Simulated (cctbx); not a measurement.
**Hf5W24: as given, inverted or twinned?**

Space group I-43m (no. 217), a = 10.5970 Å, b = 10.5970 Å, c = 10.5970 Å, α = 90.00°, β = 90.00°, γ = 90.00°.

| atom | mult. | x | y | z | Ueq (Å²) |
| --- | --- | --- | --- | --- | --- |
| W1 | 24 | 0.0899 | 0.2855 | 0.9101 | 0.0035 |
| W2 | 24 | 0.9596 | 0.3597 | 0.3597 | 0.0106 |
| Hf1 | 8 | 0.3164 | 0.3164 | 0.6836 | 0.0057 |
| Hf2 | 2 | 0 | 0 | 0 | 0.0088 |

The model was made for the exercise: a known structure type with other elements put in, its volume estimated, not relaxed; displacement parameters are assumed.

Data sets are simulated with cctbx and refined with Bijvoet mates kept apart; Flack x is then fitted as the share of an inverted twin with the atoms fixed, Hooft y from the Bijvoet differences. The group is acentric but holds improper operations, so there is an absolute structure (orientation) and no hand.

Untwinned crystal. What Flack and Hooft values should come out?

```csv
λ (Å),extinction (unmodelled),d min (Å),top counts,error (%),model,R1,Flack x,s.u.,Hooft y,s.u.,pairs
0.71073,0,0.77,40000,3,as given,0.0043,0.09,0.06,-0.001,0.046,118
0.71073,0,0.77,40000,3,inverted,0.0063,0.91,0.06,1.001,0.046,118
1.54184,0.1,0.83,20000,6,as given,0.0088,0.15,0.14,0.171,0.164,95
```

With Mo Kα, x is within 3 s.u. of 0, so the absolute structure is right, though an s.u. above 0.04 can't exclude a small twin share. With Cu Kα, the s.u. is too large to fix the absolute structure. Inverting the model turns x into about 1 − x.

A further crystal gives:

```csv
λ (Å),extinction (unmodelled),d min (Å),top counts,error (%),model,R1,Flack x,s.u.,Hooft y,s.u.,pairs
0.6889,0,0.65,70000,1.5,as given,0.0037,0.55,0.03,0.526,0.023,195
```

**Question.** What is it?

It was simulated as an inversion twin with a fraction 0.5 of the inverted domain. Flack x is over 3 s.u. from both 0 and 1 and reads that fraction.

[Logs are printed without paths, hosts, clocks, repeated set-up lines and the standing remarks that a program may print on its own settings, such as how far it seeks lower states.]
